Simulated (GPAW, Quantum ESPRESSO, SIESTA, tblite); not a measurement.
**Other levels on twisted graphene bilayer, 50.57° (148 atoms)**

The cell holds 148 atoms: 148 C. Its edges and angles: a = 14.964 Å, b = 14.964 Å, c = 15.530 Å, α = 90.0°, β = 90.0°, γ = 120.0°. It derives from C (graphene). Graphene (a = 2.46 Å) under graphene (a = 2.46 Å), bilayer, commensurate cell of 37 unit cells a layer, twist 50.57 deg; facing planes 3.53 Å apart as built; 12 Å of vacuum; minimised with a classical potential. Then every atom was moved at random, 0.05 Å r.m.s. a Cartesian component. Regions: layer 1, 74 atoms (74 C); layer 2, 74 atoms (74 C). Vacuum lies along c.

Geometry: as built.

The reference, a calculation:

```
method                 : Kohn-Sham DFT, PBE, SSSP efficiency 1.3.0 pseudopotentials, plane waves (Quantum ESPRESSO 7.5); sssp-pbe-1.3.0-efficiency, cutoffs 45/360 Ry, Γ point
r.m.s. force component : 3.502 eV/Å
longest force          : 19.08 eV/Å
time                   : 4.2 min on 8 MPI ranks of Arm Neoverse V2, shared host
CPU time               : 34 min
```

Runs, in no order:
A. SIESTA PBE, DZP, shift 0.02 Ry, mesh 300 Ry: Kohn-Sham DFT, PBE, PseudoDojo 0.4.1 norm-conserving pseudopotentials (converted to PSML), numerical atomic orbitals (DZP), diagonalisation
B. GPAW revPBE, LCAO dzp, h 0.2 Å: Kohn-Sham DFT, revPBE, PAW, atomic orbitals (dzp)
C. tblite GFN1-xTB: GFN1-xTB tight binding, diagonalisation

**Question.** Rank the runs by how far their forces lie from the reference's, least first.

C, B, A.

```csv
run,"Δ force, r.m.s. (meV/Å)",share of r.m.s. force (%),CPU time
C. tblite GFN1-xTB,186,5.30,2.9 s
"B. GPAW revPBE, LCAO dzp, h 0.2 Å",272,7.78,3.1 min
"A. SIESTA PBE, DZP, shift 0.02 Ry, mesh 300 Ry",428,12.2,4.1 min
```

Periodic xTB results under one method name differ between programs and library versions. The electronic-structure runs sample only Γ, in a cell whose shortest periodic width is 13 Å.

[Logs are printed without paths, hosts, clocks, repeated set-up lines and the standing remarks that a program may print on its own settings, such as how far it seeks lower states.]

[Hosts, paths, dates, database ids (printed as entryN), source tags and the programs' standing remarks are cut or masked in the printed files.]
